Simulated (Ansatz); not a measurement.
# A convergence test on WS2 (Tungstenite): k mesh of the density

Wanted: the cheapest k mesh of the density that holds the PBE gap of WS2 (Tungstenite).

Method: DFT, PBE, plane waves, PAW, in Ansatz 0.2.0.

Report form: the programs' logs are mostly left out.

The database entry behind the starting cell differs from later determinations by our own check (an axis about 1.4 % long against later determinations), so it need not match the best structure at ambient conditions.

**1. The structure**

Symmetry: P6_3/mmc, No. 194, hexagonal system. Conventional cell: a = 3.180 Å, b = 3.180 Å, c = 12.500 Å, α = 90.00°, β = 90.00°, γ = 120.00°. Nearest to W lie 6 S at 2.41 Å. Nearest to S lie 3 W at 2.41 Å. Farther neighbours and most contacts between anions are not listed.

Structure file:

```cif
data_structure
_symmetry_space_group_name_H-M 'P6_3/mmc'
_symmetry_Int_Tables_number 194
_cell_length_a 3.1800
_cell_length_b 3.1800
_cell_length_c 12.5000
_cell_angle_alpha 90.000
_cell_angle_beta 90.000
_cell_angle_gamma 120.000
_cell_volume 109.47
loop_
_atom_site_label
_atom_site_type_symbol
_atom_site_symmetry_multiplicity
_atom_site_Wyckoff_symbol
_atom_site_fract_x
_atom_site_fract_y
_atom_site_fract_z
_atom_site_occupancy
W1 W 2 c 0.33333 0.66667 0.25000 1
S1 S 4 f 0.33333 0.66667 0.62500 1
```

The cell and positions come from the Crystallography Open Database and are kept as given unless a step says otherwise. Spin-orbit coupling is left out unless a step names it. The default PAW set here is soft_2. Its files were made with PBE.

**2. k mesh of the density: 3×3×1**

File input.yaml:

```yaml
crystal:
  lattice:
    - [3.18, 0.0, 0.0]
    - [-1.59, 2.753960784, 0.0]
    - [0.0, 0.0, 12.5]
  atoms:
    - { symbol: W, position: [0.3333333333, 0.6666666667, 0.25] }
    - { symbol: W, position: [0.6666666667, 0.3333333333, 0.75] }
    - { symbol: S, position: [0.3333333333, 0.6666666667, 0.625] }
    - { symbol: S, position: [0.6666666667, 0.3333333333, 0.125] }
    - { symbol: S, position: [0.3333333333, 0.6666666667, 0.875] }
    - { symbol: S, position: [0.6666666667, 0.3333333333, 0.375] }
kpoints:
  mp_grid: { grid: [3, 3, 1] }
  band_path:
    path:
      - [0.0, 0.0, 0.0]
      - [0.5, 0.0, 0.0]
      - [0.33333333, 0.33333333, 0.0]
      - [0.0, 0.0, 0.5]
      - [0.5, 0.0, 0.5]
      - [0.33333333, 0.33333333, 0.5]
      - [0.1666666667, 0.1666666667, 0.0]
    npoints: 1
hamiltonian:
  xc: pbe
scf:
  occupations: { method: fixed }
  n_extra_bands: 6
output:
  eigenvalues: true
```

Launch:

```bash
> ansatz run input.yaml --threads 3 --pin off --max-ram 64512MiB --backend cuda --events-out ev --progress --plain --runs-dir out --devices 1 --max-vram 24GiB  # rebuilt from the run's record
```

Wall time 3.1 s (1 × NVIDIA H100 80GB HBM3 (shared by 3 runs) with 3 threads of AMD EPYC 7R13 (Zen 3), shared host); peak memory 0.94 GiB; 3.8 s of CPU time.

Numbers from this step:

| Item | Value |
| --- | --- |
| gap | 1.073 eV |
| valence top at | Γ |
| conduction bottom at | k = (0.167, 0.167, 0.000) |
| least direct gap | 1.720 eV |

The gap is indirect, with the least direct gap 0.65 eV higher.

**3. k mesh of the density: 6×6×2**

Edit input.yaml of step 2 so:

```diff
@@ -13,3 +13,3 @@
 kpoints:
-  mp_grid: { grid: [3, 3, 1] }
+  mp_grid: { grid: [6, 6, 2] }
   band_path:
```

It took 7.4 s on 1 × NVIDIA H100 80GB HBM3 (shared by 3 runs) with 3 threads; peak memory 0.94 GiB; 2.6 s of CPU time.

Numbers from this step:

```
gap                  : 1.047 eV
valence top at       : Γ
conduction bottom at : k = (0.167, 0.167, 0.000)
least direct gap     : 1.737 eV
```

The gap is 1.047 eV, −0.026 eV from the run before at this level.

**4. k mesh of the density: 12×12×2 (the default)**

input.yaml, the sections that differ from step 3:

```yaml
kpoints:
  mp_grid: { grid: [12, 12, 2] }
  band_path:
    path:
      - [[0.0, 0.0, 0.0], [0.5, 0.0, 0.0], [0.33333333, 0.33333333, 0.0], [0.0, 0.0, 0.0], [0.0, 0.0, 0.5], [0.5, 0.0, 0.5], [0.33333333, 0.33333333, 0.5], [0.0, 0.0, 0.5]]
      - [[0.5, 0.0, 0.5], [0.5, 0.0, 0.0]]
      - [[0.33333333, 0.33333333, 0.5], [0.33333333, 0.33333333, 0.0]]
    npoints: 10
scf:
  occupations: { method: fermi_dirac, width: 0.02 }
  n_extra_bands: 6
output:
  eigenvalues: true
  write_density: true
  write_potential: true
  elf: true
  volumetric_format: npy
# crystal, hamiltonian: as in step 3
```

The job ended after 4.5 s (1 × NVIDIA H100 80GB HBM3 (shared by 3 runs) with 3 threads; peak memory 0.99 GiB; 5.6 s of CPU time).

Numbers from this step:

```yaml
gap: 1.046 eV
valence_top_at: Γ
conduction_bottom_at: k = (0.167, 0.167, 0.000)
least_direct_gap: 1.739 eV
```

The gap is 1.046 eV, −0.001 eV from the run before at this level.

**5. k mesh of the density: 12×12×4**

input.yaml, the sections that differ from step 4:

```yaml
kpoints:
  mp_grid: { grid: [12, 12, 4] }
  band_path:
    path:
      - [0.0, 0.0, 0.0]
      - [0.5, 0.0, 0.0]
      - [0.33333333, 0.33333333, 0.0]
      - [0.0, 0.0, 0.5]
      - [0.5, 0.0, 0.5]
      - [0.33333333, 0.33333333, 0.5]
      - [0.1666666667, 0.1666666667, 0.0]
    npoints: 1
scf:
  occupations: { method: fixed }
  n_extra_bands: 6
output:
  eigenvalues: true
# crystal, hamiltonian: as in step 4
```

Wall time 6.9 s (1 × NVIDIA H100 80GB HBM3 (shared by 3 runs) with 3 threads); peak memory 0.96 GiB.

This step gave:

```yaml
gap: 1.046 eV
valence_top_at: Γ
conduction_bottom_at: k = (0.167, 0.167, 0.000)
least_direct_gap: 1.739 eV
```

The gap is 1.046 eV, as in the run before at this level.

**6. The series**

Differences are against the last row; a negative gap means that bands overlap, and a run with a band path holds that path's time. Times are wall times on 1 × NVIDIA H100 80GB HBM3 (shared by 3 runs) with 3 threads of AMD EPYC 7R13 (Zen 3), shared host, good to a factor of about two.

```csv
k mesh of the density,gap (eV),direct gap (eV),gap error (eV),energy error (meV/atom),irreducible k,time
3×3×1,1.073,1.720,+0.027,+19.0,3,3.1 s
6×6×2,1.047,1.737,+0.001,+0.7,14,7.4 s
12×12×2,1.046,1.739,+0.000,+0.0,38,4.5 s
12×12×4,1.046,1.739,+0.000,+0.0,57,6.9 s
```

**7. Outcome**

| Property | Result |
| --- | --- |
| 3×3×1 | 1.073 eV |
| 6×6×2 | 1.047 eV |
| 12×12×2 | 1.046 eV |
| 12×12×4 | 1.046 eV |

In words: The gap holds to 0.02 eV from 6×6×2 on. At 3×3×1 the gap is off by +0.027 eV and the energy by +19 meV/atom. The gap is read over the mesh and added points near the edges, so meshes differ mainly through the density and, for a hybrid, the exchange operator.

[Paths, hosts, dates, memory and timing lines, banners, echoed tables and standing remarks are left out of the program output.]

[Logs are printed without paths, hosts, clocks, repeated set-up lines and the standing remarks that a program may print on its own settings, such as how far it seeks lower states.]

[Runs of the session that timed out or met a known fault of the program may be left out.]

[Cells called generated may have been cut or substituted from an entry of the Crystallography Open Database or the Materials Project.]

[Hosts, paths, dates, database ids (printed as entryN), source tags and the programs' standing remarks are cut or masked in the printed files.]
